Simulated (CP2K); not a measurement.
Consider methoxypyrazine at its PBE geometry (Å).

```xyz
14

C    -2.4547    0.4781   -0.0480
O    -1.5684   -0.6550   -0.2107
C    -0.2432   -0.4043   -0.0913
C     0.6325   -1.5075   -0.2222
N     1.9490   -1.3559   -0.1193
C     2.3986   -0.1023    0.1161
C     1.5279    0.9743    0.2425
N     0.1898    0.8333    0.1397
H    -2.3334    0.9243    0.9475
H    -3.4608    0.0670   -0.1706
H    -2.2498    1.2429   -0.8081
H     0.2368   -2.5077   -0.4102
H     3.4779    0.0283    0.2031
H     1.8977    1.9845    0.4316
```

Method: CP2K XAS_TDP, all-electron GAPW, PBEh(45%), aug-cc-pVDZ, TDA, no relativity.

Predict the bright core excitations at the O K edge.

Leading lines: O2 530.80 eV. The leading line of an atom is its first one with 35 % of the strongest within 2.5 eV of its lowest line over the strength cut. 

The first six lines of each atom with a strength over 0.0015:

| atom | energy (eV) | states | strength, one atom |
| --- | --- | --- | --- |
| O2 (bonded to 2 C) | 530.80 | 1 | 0.0103 |
|  | 531.75 | 1 | 0.0025 |
|  | 532.27 | 1 | 0.0236 |
|  | 533.71 | 1 | 0.0031 |
|  | 534.01 | 1 | 0.0055 |
|  | 534.38 | 1 | 0.0069 |

Lines are vertical, at one geometry, with no vibrational structure. Without a correction of the core level, line positions, and the gaps between valence and Rydberg lines, follow the share of exact exchange. At this level such K lines come out 3 to 6 eV under measured ones. These values hold no scalar relativity, about 0.4 eV for O 1s. Rydberg lines, and the discretised continuum above threshold, depend on the basis and the box.

[Banner, clock and machine lines of the logs are left out without a mark of their own.]

[Logs are printed without paths, hosts, clocks, repeated set-up lines and the standing remarks that a program may print on its own settings, such as how far it seeks lower states.]

[Hosts, paths, dates, database ids (printed as entryN), source tags and the programs' standing remarks are cut or masked in the printed files.]
